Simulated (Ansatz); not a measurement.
# Relaxing random alloy of the bcc W-Ti line, x = 0.625 (64 atoms)

Wanted: the relaxed structure of random alloy of the bcc W-Ti line, x = 0.625 (64 atoms) and its electronic structure.

Main program and level: Ansatz 0.2.0; Kohn-Sham DFT, PBE, PAW (set soft_2), plane waves.

### Step 1. The structure

The cell holds 64 atoms: 24 W and 40 Ti. Its edges and angles: a = 12.902 Å, b = 12.902 Å, c = 6.451 Å, α = 90.0°, β = 90.0°, γ = 90.0°. It derives from W (bcc W-Ti) and Ti, repeated 4×4×2. Bcc W-Ti: 64 atoms, 40 of 64 W sites given to Ti at random, cell and internal coordinates interpolated linearly between the end members (Vegard's rule); not relaxed, displaced by a Gaussian of 0.02 Å. Lattice constants are starting values near those of PBE.

Limits known from the start: The host structure and its lattice constant were typed by rule, without a check against the phase diagram. The levels lack spin–orbit coupling, which is large for the heavy elements here.

### Step 2. Single point at the start

A single point comes first, to see the forces before anything moves.

input.yaml

```yaml
crystal:
  lattice:
    - [12.9025, 0.0, 0.0]
    - [0.0, 12.9025, 0.0]
    - [0.0, 0.0, 6.45125]
  atoms:
    - { symbol: W, position: [0.00252, 0.99905, 0.99836] }
    - { symbol: W, position: [0.12334, 0.12634, 0.24286] }
    - { symbol: Ti, position: [0.0027, 0.99882, 0.50099] }
    - { symbol: Ti, position: [0.12461, 0.12727, 0.74361] }
    - { symbol: Ti, position: [0.9995, 0.2494, 0.00351] }
    - { symbol: W, position: [0.1233, 0.37473, 0.24728] }
    - { symbol: Ti, position: [7.0e-05, 0.2509, 0.49659] }
    - { symbol: Ti, position: [0.12677, 0.3764, 0.75156] }
    - { symbol: Ti, position: [0.0014, 0.49894, 0.99962] }
    - { symbol: Ti, position: [0.12355, 0.62458, 0.25164] }
    - { symbol: W, position: [0.99893, 0.49938, 0.49787] }
    - { symbol: Ti, position: [0.12369, 0.62396, 0.74996] }
    - { symbol: Ti, position: [0.99827, 0.75036, 0.00515] }
    - { symbol: Ti, position: [0.12615, 0.8747, 0.24725] }
    - { symbol: Ti, position: [0.99884, 0.75262, 0.50016] }
    - { symbol: Ti, position: [0.12401, 0.8753, 0.75651] }
    - { symbol: W, position: [0.25019, 0.00096, 0.00093] }
    - { symbol: W, position: [0.37445, 0.12323, 0.24892] }
    - { symbol: Ti, position: [0.24968, 0.00091, 0.5026] }
    - { symbol: Ti, position: [0.37644, 0.12544, 0.75274] }
    - { symbol: Ti, position: [0.24883, 0.25194, 0.00159] }
    - { symbol: Ti, position: [0.37454, 0.37576, 0.24977] }
    - { symbol: Ti, position: [0.25175, 0.25236, 0.50678] }
    - { symbol: Ti, position: [0.37284, 0.37276, 0.74844] }
    - { symbol: Ti, position: [0.25025, 0.50136, 0.00098] }
    - { symbol: W, position: [0.37187, 0.62453, 0.25257] }
    - { symbol: Ti, position: [0.25036, 0.50118, 0.49931] }
    - { symbol: W, position: [0.37469, 0.62529, 0.75127] }
    - { symbol: W, position: [0.25031, 0.75018, 0.99792] }
    - { symbol: W, position: [0.37559, 0.87519, 0.2535] }
    - { symbol: Ti, position: [0.25186, 0.75029, 0.49884] }
    - { symbol: Ti, position: [0.37401, 0.87566, 0.75024] }
    - { symbol: W, position: [0.49947, 7.0e-05, 0.99808] }
    - { symbol: Ti, position: [0.62608, 0.12431, 0.2538] }
    - { symbol: Ti, position: [0.50063, 0.00092, 0.49661] }
    - { symbol: Ti, position: [0.62526, 0.12615, 0.74704] }
    - { symbol: Ti, position: [0.49959, 0.25005, 0.99574] }
    - { symbol: Ti, position: [0.62549, 0.37631, 0.24734] }
    - { symbol: Ti, position: [0.50054, 0.24797, 0.49988] }
    - { symbol: Ti, position: [0.6225, 0.37674, 0.75127] }
    - { symbol: W, position: [0.49996, 0.4988, 0.00395] }
    - { symbol: W, position: [0.62805, 0.62212, 0.25383] }
    - { symbol: Ti, position: [0.50252, 0.50052, 0.49628] }
    - { symbol: Ti, position: [0.62634, 0.62472, 0.74813] }
    - { symbol: Ti, position: [0.49809, 0.75085, 0.00246] }
    - { symbol: Ti, position: [0.62403, 0.87581, 0.24645] }
    - { symbol: Ti, position: [0.50124, 0.75007, 0.49942] }
    - { symbol: W, position: [0.62484, 0.87635, 0.75233] }
    - { symbol: W, position: [0.75082, 0.00021, 0.00024] }
    - { symbol: W, position: [0.87596, 0.12536, 0.25212] }
    - { symbol: W, position: [0.74952, 0.99623, 0.50322] }
    - { symbol: Ti, position: [0.87839, 0.12568, 0.74969] }
    - { symbol: Ti, position: [0.74979, 0.24982, 5.0e-05] }
    - { symbol: Ti, position: [0.87326, 0.3742, 0.24691] }
    - { symbol: W, position: [0.75039, 0.24954, 0.50154] }
    - { symbol: Ti, position: [0.87473, 0.37653, 0.75066] }
    - { symbol: W, position: [0.7534, 0.49706, 0.99799] }
    - { symbol: W, position: [0.8764, 0.62892, 0.24923] }
    - { symbol: W, position: [0.75007, 0.49965, 0.50413] }
    - { symbol: W, position: [0.87455, 0.62605, 0.74901] }
    - { symbol: Ti, position: [0.74803, 0.75049, 0.00156] }
    - { symbol: W, position: [0.877, 0.87483, 0.24809] }
    - { symbol: Ti, position: [0.75087, 0.75037, 0.50087] }
    - { symbol: W, position: [0.87489, 0.8768, 0.75115] }
kpoints:
  mp_grid: { grid: [2, 2, 3] }
hamiltonian:
  xc: pbe
scf:
  occupations: { method: fermi_dirac, width: 0.1 }
output:
  forces: true
```

Command:

```console
ansatz run input.yaml --threads 4 --pin off --max-ram 15872MiB --backend cpu --events-out ev --progress --plain --runs-dir out
```

Numbers of over 12 decimals in the logs are rounded to 6 here.

Log:

```text
Engine: ansatz 0.2.0, aarch64-unknown-linux-gnu
Pseudopotentials: kind: paw
Pseudopotential: W, paw, valence charge 14, recommended cutoff 420 eV (normal), W.paw.azcp
Pseudopotential: Ti, paw, valence charge 12, recommended cutoff 420 eV (normal), Ti.paw.azcp
Functional definition: PBE
  parameter kappa = 0.804
  parameter beta = 0.066725
  exchange = pbe_x(kappa = kappa, mu = beta*pi^2/3)
  correlation = pbe_c(beta = beta)
Crystal: 64 atoms, lattice volume = 1073.969 Å³
Basis set: ecut = 420 eV, 20965 PW (Γ), exchange–correlation on 180×180×90 points (8 copies of the dense FFT grid, shifted against one another)
Bands: 490, of which v1, the nominal top of the filled ones, is band 408 counted from 1 (407 counted from 0)
Symmetry: 1 space group operations
Space group: P1 (ITA 1), of the structure as read, at distance tolerance 1.0e-4 Å
k-points: 8 of 12 (time reversal used)
Non-local potential: W, projectors of the file, l = 0: 3, l = 1: 2, l = 2: 2, l = 3: 1
Non-local potential: Ti, projectors of the file, l = 0: 3, l = 1: 2, l = 2: 3, l = 3: 1
PAW form: soft (Blöchl's): semilocal exchange-correlation on the pseudo side does not see the compensation charge
PAW one-centre angular grid: W, 590 points (default); XC on 64 Gauss nodes
PAW one-centre angular grid: Ti, 590 points (default); XC on 64 Gauss nodes
Initial density: superposition of atomic densities (neutral atoms: chi_scale 0, normalization atom), corrected by the library's trained network
Initial wavefunctions: pseudopotential atomic-orbital guess
Functional: x = pbe(κ = 0.804, μ = 0.219515), c = pbe(β = 0.066725)
SCF iter   1: F=—  HF=-349220.906648 eV  |F-HF|=—  |Δ(HF+E_count)|=         —  Δρ=8.82e-3  dr2=3.50e0  ethr=1.77e-3  ⟨swp⟩=9.9  Hψ=20391  notcnv=0
preconditioner: auto → Kerker (q_TF=auto, 2.606 Å⁻¹)  [metal: Δε(μ)=0.003 eV  Ē_g=3.247 eV  σ=0.100 eV  W_gap=0.01  n_scr=300 (ndim 8)  ℏωp=19.8 eV  f_vac=0.000  D(μ)=106.99/eV (n_scr^D=1392)]
SCF iter   2: F=—  HF=-349220.767426 eV  |F-HF|=—  |Δ(HF+E_count)|=   1.39e-1  Δρ=3.91e-3  dr2=6.67e-1  ethr=4.29e-4  ⟨swp⟩=1.1  Hψ=4515  notcnv=0
SCF iter   3: F=—  HF=-349220.728266 eV  |F-HF|=—  |Δ(HF+E_count)|=   3.92e-2  Δρ=6.64e-4  dr2=6.05e-3  ethr=8.18e-5  ⟨swp⟩=1.4  Hψ=3932  notcnv=0
SCF iter   4: F=—  HF=-349220.728374 eV  |F-HF|=—  |Δ(HF+E_count)|=   1.08e-4  Δρ=1.62e-4  dr2=4.59e-4  ethr=7.42e-7  ⟨swp⟩=2.0  Hψ=5266  notcnv=0
SCF iter   5: F=—  HF=-349220.728349 eV  |F-HF|=—  |Δ(HF+E_count)|=   2.55e-5  Δρ=4.13e-5  dr2=2.21e-5  ethr=5.62e-8  ⟨swp⟩=2.9  Hψ=6429  notcnv=0
SCF iter   6: F=—  HF=-349220.728376 eV  |F-HF|=—  |Δ(HF+E_count)|=   2.65e-5  Δρ=1.39e-5  dr2=2.33e-6  ethr=2.71e-9  ⟨swp⟩=2.0  Hψ=5059  notcnv=0
SCF iter   7: F=—  HF=-349220.728375 eV  |F-HF|=—  |Δ(HF+E_count)|=   3.38e-7  Δρ=3.87e-6  dr2=2.91e-7  ethr=2.86e-10  ⟨swp⟩=2.0  Hψ=5255  notcnv=0
SCF iter   8: F=-349220.728375 eV  HF=-349220.728375 eV  |F-HF|=2.09e-8  |Δ(HF+E_count)|=   2.07e-8  Δρ=1.10e-6  dr2=2.34e-8  ethr=1.23e-11  ⟨swp⟩=3.8  Hψ=10470  notcnv=0
SCF 1 converged in 8 iterations: F = -349220.728375 eV  dr2 = 2.34e-8
  greatest PAW one-centre occupation: 1.000 electrons in one spin orbital (limit 2), on the W atom at site 10 (counted from 0), in its partial waves of l = 0
SCF converged after 8 iterations
Free energy (F): -349220.728375 eV
Harris-Foulkes:  -349220.728375 eV  (|F-HF|=2.09e-8)
Internal energy: -349217.210162 eV  (E = F + TS)
E sigma→0 (E₀):  -349218.969268 eV
Entropy (-TS):   -3.518213 eV (-54.972 meV/atom)
Fermi energy:    16.154930 eV
--- Per-component energies (eV) ---
  E_band       = -8624.911703
  E_kinetic    = 21661.034430
  E_local      = -47667.732008  (includes V_loc(G=0)·N_el)
  E_nonlocal   = 348.542181
  E_hartree    = 18727.087229
  E_xc         = -10287.532624
  E_vxc        = -10586.941683  (∫ρ·V_xc dr)
  E_paw        = -247403.242185  (= ΣΔE_a)
  E_vpaw       = -9833.982966  (= ΣTr[D̂ρ^β])
  E_aug_tail   = 0.003428  (compensation charges beyond the density's cutoff)
  E_ewald      = -84595.370612
  E_smearing   = -3.518213  (= −TS)
  E_closure    = -0.000000  (closes the sum)
  Σ components = -349220.728375   (vs F -349220.728375, Δ=0.00e0)
--- Forces (eV/Å), atoms counted from 1 ---
  atom   1  W     -0.74906217     0.20879504     0.47756950
  atom   2  W      0.31947315    -0.80394021    -0.15746192
  atom   3  Ti    -0.45198877     0.18912172    -0.55215821
  atom   4  Ti     0.00701393    -0.47292066     0.71974650
  atom   5  Ti     0.45762960    -0.16782993     0.67457948
  atom   6  W     -0.21526429     0.52889100     0.46596750
  atom   7  Ti     0.36343427    -0.19767780    -0.85189566
  atom   8  Ti    -0.32451465     0.21434993    -0.22175160
  atom   9  Ti    -0.32664234     0.36340317     0.21225711
  atom  10  Ti     0.11975124     0.06653225    -0.01859799
  atom  11  W     -0.00115401     0.34164050    -0.32339742
  atom  12  Ti     0.03332447     0.02381263    -0.12521468
  atom  13  Ti    -0.86759980    -0.06440215    -0.24919548
  atom  14  Ti     0.29990739     0.22423437    -0.70102492
[...]
atom  63  Ti     0.42489758     0.01964057    -0.01754861
  atom  64  W      0.01415282     0.57282575     0.20267809
  max |Σ_I F_I| component: 4.98e-5 eV/Å
```

It took 4 min on 4 threads of Arm Neoverse V1, shared host; peak memory 8.8 GiB.

The run gave:

```yaml
free_energy: -349220.7284 eV
free_energy_per_atom: -5456.5739 eV/atom
scf_cycles: 8
r_m_s_force_component: 0.4487 eV/Å
longest_force: 1.34 eV/Å
fermi_energy: 16.15 eV
```

The r.m.s. force component of 0.45 eV/Å sets the starting point.

Length of the force by element:

| element | coordination | atoms | mean length of the force (eV/Å) | spread | least | most |
| --- | --- | --- | --- | --- | --- | --- |
| Ti | all | 40 | 0.681 | 0.239 | 0.132 | 1.33 |
| W | all | 24 | 0.825 | 0.250 | 0.470 | 1.34 |

### Step 3. Cell and atoms relaxed

The cell is relaxed with the atoms, since the starting lattice needn't suit this functional.

input.yaml, as its differences from that of step 2:

```diff
@@ -15 +15,5 @@
   forces: true
+relax:
+  f_tol: 0.04
+  max_steps: 150
+  cell: {}
```

Log:

```text
[...]
Crystal: 64 atoms, lattice volume = 1073.969 Å³
Basis set: ecut = 420 eV, 20965 PW (Γ), exchange–correlation on 180×180×90 points (8 copies of the dense FFT grid, shifted against one another)
Bands: 490, of which v1, the nominal top of the filled ones, is band 408 counted from 1 (407 counted from 0)
Symmetry: 1 space group operations
[...]
k-points: 8 of 12 (time reversal used)
[...]
SCF iter   1: F=—  HF=-349220.906642 eV  |F-HF|=—  |Δ(HF+E_count)|=         —  Δρ=8.82e-3  dr2=3.50e0  ethr=1.77e-3  ⟨swp⟩=9.9  Hψ=20391  notcnv=0
[...]
SCF iter   8: F=-349220.728375 eV  HF=-349220.728375 eV  |F-HF|=2.10e-8  |Δ(HF+E_count)|=   2.11e-8  Δρ=1.09e-6  dr2=2.34e-8  ethr=1.23e-11  ⟨swp⟩=3.5  Hψ=10464  notcnv=0
SCF 1 converged in 8 iterations: F = -349220.728375 eV  dr2 = 2.34e-8
[...]
relax step   1: F+E_penalty+E_count = -349220.72837515 eV  Δ(F+E_penalty+E_count) = +0.000e0 eV  max|allowed force component| = 1.297e0 eV/Å  Δτ_max = 0.0000 Å  P = -3.922 GPa  Ω = 1073.969 Å³  (8 SCF iters, dr2 threshold 1.00e-7 eV, accepted)
[...]
relax step   2: F+E_penalty+E_count = -349219.89740412 eV  Δ(F+E_penalty+E_count) = +8.310e-1 eV  max|allowed force component| = 2.311e0 eV/Å  Δτ_max = 0.1950 Å  P = +11.621 GPa  Ω = 1007.805 Å³  energy of the carried Pulay correction = +1.422e-2 eV  (7 SCF iters, dr2 threshold 6.40e-6 eV, rejected (line search))
[...]
relax step   3: F+E_penalty+E_count = -349222.60606682 eV  Δ(F+E_penalty+E_count) = -1.878e0 eV  max|allowed force component| = 6.094e-1 eV/Å  Δτ_max = 0.0950 Å  P = -1.070 GPa  Ω = 1061.265 Å³  energy of the carried Pulay correction = +2.663e-3 eV  (10 SCF iters, accepted)
[...]
relax step   4: F+E_penalty+E_count = -349223.03305650 eV  Δ(F+E_penalty+E_count) = -4.270e-1 eV  max|allowed force component| = 2.474e-1 eV/Å  Δτ_max = 0.0990 Å  P = +0.469 GPa  Ω = 1059.026 Å³  energy of the carried Pulay correction = +3.135e-3 eV  (6 SCF iters, dr2 threshold 6.40e-6 eV, accepted)
[...]
relax step   5: F+E_penalty+E_count = -349223.09115704 eV  Δ(F+E_penalty+E_count) = -5.810e-2 eV  max|allowed force component| = 1.338e-1 eV/Å  Δτ_max = 0.1182 Å  P = +0.045 GPa  Ω = 1060.953 Å³  energy of the carried Pulay correction = +2.729e-3 eV  (6 SCF iters, dr2 threshold 3.82e-6 eV, accepted)
[...]
relax step   6: F+E_penalty+E_count = -349223.10226731 eV  Δ(F+E_penalty+E_count) = -1.111e-2 eV  max|allowed force component| = 2.093e-2 eV/Å  Δτ_max = 0.0326 Å  P = +0.008 GPa  Ω = 1061.061 Å³  energy of the carried Pulay correction = +2.706e-3 eV  (6 SCF iters, dr2 threshold 1.12e-6 eV, accepted)
[...]
relax step   7: F+E_penalty+E_count = -349223.09958359 eV  Δ(F+E_penalty+E_count) = +2.684e-3 eV  max|allowed force component| = 2.091e-2 eV/Å  Δτ_max = 0.0000 Å  P = +0.010 GPa  Ω = 1061.061 Å³  stress off target by 2.30e-2 GPa  SCF on the basis re-selected at this cell (its energy is not comparable with the rows above)  (6 SCF iters)
basis re-selected at this cell: Δ(F+E_penalty+E_count) = +2.684e-3 eV, ΔP = +0.003 GPa vs the last step (what re-selecting the basis moved, of the pressure what is left beyond the Pulay correction that the steps carried, after the strain that the cell walked since its last selection, [...]
SCF converged after 6 iterations
Free energy (F): -349223.099584 eV
[...]
Internal energy: -349219.970790 eV  (E = F + TS)
E sigma→0 (E₀):  -349221.535187 eV
Entropy (-TS):   -3.128794 eV (-48.887 meV/atom)
Fermi energy:    16.419817 eV
[...]
--- Forces (eV/Å), atoms counted from 1 ---
  atom   1  W      0.00700633     0.01368546     0.00307239
  atom   2  W     -0.01909296     0.00374679    -0.00620865
  atom   3  Ti     0.00449316     0.01003735     0.00396748
  atom   4  Ti    -0.00392052     0.00503509    -0.00036686
  atom   5  Ti     0.00479732    -0.00491855    -0.00195664
  atom   6  W      0.01177877     0.00363831    -0.00202340
  atom   7  Ti    -0.00103355    -0.00610795     0.00801759
  atom   8  Ti    -0.01145727    -0.00322167     0.00326950
  atom   9  Ti    -0.00393647    -0.00267681     0.00480365
  atom  10  Ti     0.00240144     0.00536716    -0.00769075
  atom  11  W     -0.00759237     0.00249749     0.00528578
  atom  12  Ti     0.00473877    -0.01037825     0.00326220
  atom  13  Ti    -0.00179872    -0.00435292     0.00355378
  atom  14  Ti     0.00250552    -0.00225142     0.00488046
[...]
atom  63  Ti     0.00577666     0.00095207    -0.00333263
  atom  64  W     -0.01690736    -0.00254989    -0.00032209
  max |Σ_I F_I| component: 6.36e-7 eV/Å
--- Stress (GPa, compression-positive) ---
        0.003755       0.000134      -0.006055
        0.000134       0.007940      -0.004333
       -0.006055      -0.004333       0.019784
  P = ⅓ Tr σ = 0.0105 GPa (0.105 kbar)
--- Relaxed structure (6 steps of the walk, 5 accepted, 1 SCFs on fresh bases) ---
  F+E_penalty+E_count = -349223.09958359 eV   max|allowed force component| = 2.091e-2 eV/Å   (the final SCF, on the basis selected at the relaxed cell)
  cell:  # Å, volume = 1061.0612 Å³
    - [12.796031, 0.00569119, 0.00724311]
    - [0.00569119, 12.856324, 0.045002]
    - [0.00362156, 0.022501, 6.449913]
  atoms:
    - { symbol: W, position: [-0.00254252, 0.998388, 1.001012] }
    - { symbol: W, position: [0.123826, 0.118789, 0.240053] }
    - { symbol: Ti, position: [-0.00111708, 0.999469, 0.491188] }
    - { symbol: Ti, position: [0.125491, 0.122243, 0.757497] }
[...]
- { symbol: W, position: [0.874985, 0.879805, 0.750779] }
```

The job ended after 28 min (4 threads; peak memory 8.9 GiB; 1.8 h of CPU time).

Relaxation path:

| step | energy less that of the first step (eV) | largest force component (eV/Å) | pressure (GPa) | volume (Å³) |
| --- | --- | --- | --- | --- |
| 1 | 0.0000 | 1.2971 | -3.92 | 1073.97 |
| 2 | 0.8310 | 2.3114 | 11.62 | 1007.80 |
| 3 | -1.8777 | 0.6094 | -1.07 | 1061.27 |
| 4 | -2.3047 | 0.2474 | 0.47 | 1059.03 |
| 5 | -2.3628 | 0.1338 | 0.04 | 1060.95 |
| 6 | -2.3739 | 0.0209 | 0.01 | 1061.06 |
| 7* | -2.3712 | 0.0209 | 0.01 | 1061.06 |

Relaxation steps marked * repeat the geometry before them on a plane-wave basis chosen anew for their cell, so energy and pressure can jump there. Relaxation step 2 was tried and not accepted.

| cell as run | before | after | change |
| --- | --- | --- | --- |
| a (Å) | 12.902 | 12.796 | -0.8 % |
| b (Å) | 12.902 | 12.856 | -0.4 % |
| c (Å) | 6.451 | 6.450 | -0.0 % |
| α (°) | 90.00 | 89.60 | -0.4 % |
| β (°) | 90.00 | 89.94 | -0.1 % |
| γ (°) | 90.00 | 89.95 | -0.1 % |
| volume (Å³/atom) | 16.78 | 16.58 | -1.2 % |

The atoms that moved most (Å, as changes of fractional coordinates times the final cell):

| atom | dx | dy | dz | length |
| --- | --- | --- | --- | --- |
| Ti24 | 0.160 | 0.055 | 0.129 | 0.213 |
| Ti37 | -0.044 | -0.126 | 0.133 | 0.189 |
| Ti22 | 0.108 | 0.072 | -0.136 | 0.188 |
| Ti23 | -0.049 | -0.038 | -0.148 | 0.160 |
| Ti54 | -0.064 | 0.066 | 0.123 | 0.153 |
| Ti8 | -0.124 | -0.019 | -0.088 | 0.153 |
| Ti7 | 0.053 | -0.065 | -0.118 | 0.145 |
| Ti39 | -0.121 | -0.015 | -0.073 | 0.142 |

The relaxation changed the energy by -37.0 meV/atom, and atoms moved by 0.098 Å r.m.s., 0.21 Å at most.

### Step 4. Distances and neighbours after relaxation

Density 9.90 g/cm³, 16.58 Å³ an atom.

Pair distribution functions g(r), in bins of 0.2 Å:

| r (Å) | total | Ti-Ti | Ti-W | W-W |
| --- | --- | --- | --- | --- |
| 2.60 | 0.58 | 0.00 | 0.74 | 1.64 |
| 2.80 | 5.92 | 5.61 | 6.45 | 5.10 |
| 3.00 | 0.73 | 1.71 | 0.14 | 0.00 |
| 3.20 | 2.88 | 2.53 | 2.92 | 3.69 |
| 3.40 | 0.54 | 0.59 | 0.51 | 0.53 |
| 3.60 | 0.00 | 0.00 | 0.00 | 0.00 |
| 3.80 | 0.00 | 0.00 | 0.00 | 0.00 |
| 4.00 | 0.00 | 0.00 | 0.00 | 0.00 |
| 4.20 | 0.01 | 0.03 | 0.00 | 0.00 |
| 4.40 | 1.32 | 1.16 | 1.58 | 0.88 |
| 4.60 | 2.37 | 2.18 | 2.56 | 2.23 |
| 4.80 | 0.15 | 0.21 | 0.14 | 0.00 |
| 5.00 | 0.00 | 0.00 | 0.00 | 0.00 |
| 5.20 | 2.11 | 2.59 | 1.73 | 2.12 |
| 5.40 | 3.77 | 3.21 | 4.21 | 3.83 |
| 5.60 | 1.33 | 1.25 | 1.52 | 0.94 |
| 5.80 | 0.07 | 0.10 | 0.07 | 0.00 |
| 6.00 | 0.00 | 0.00 | 0.00 | 0.00 |
| 6.20 | 0.07 | 0.14 | 0.02 | 0.04 |
| 6.40 | 0.80 | 0.92 | 0.48 | 1.53 |
| 6.60 | 0.09 | 0.15 | 0.05 | 0.07 |
| 6.80 | 0.35 | 0.62 | 0.24 | 0.00 |
| 7.00 | 2.91 | 2.67 | 2.96 | 3.38 |
| 7.20 | 2.84 | 2.83 | 2.76 | 3.15 |
| 7.40 | 0.20 | 0.29 | 0.15 | 0.08 |
| 7.60 | 0.03 | 0.02 | 0.05 | 0.00 |
| 7.80 | 1.65 | 1.52 | 1.79 | 1.51 |

(Continued in part 2 of 2.)

[Logs are printed without paths, hosts, clocks, repeated set-up lines and the standing remarks that a program may print on its own settings, such as how far it seeks lower states.]

[Hosts, paths, dates, database ids (printed as entryN), source tags and the programs' standing remarks are cut or masked in the printed files.]
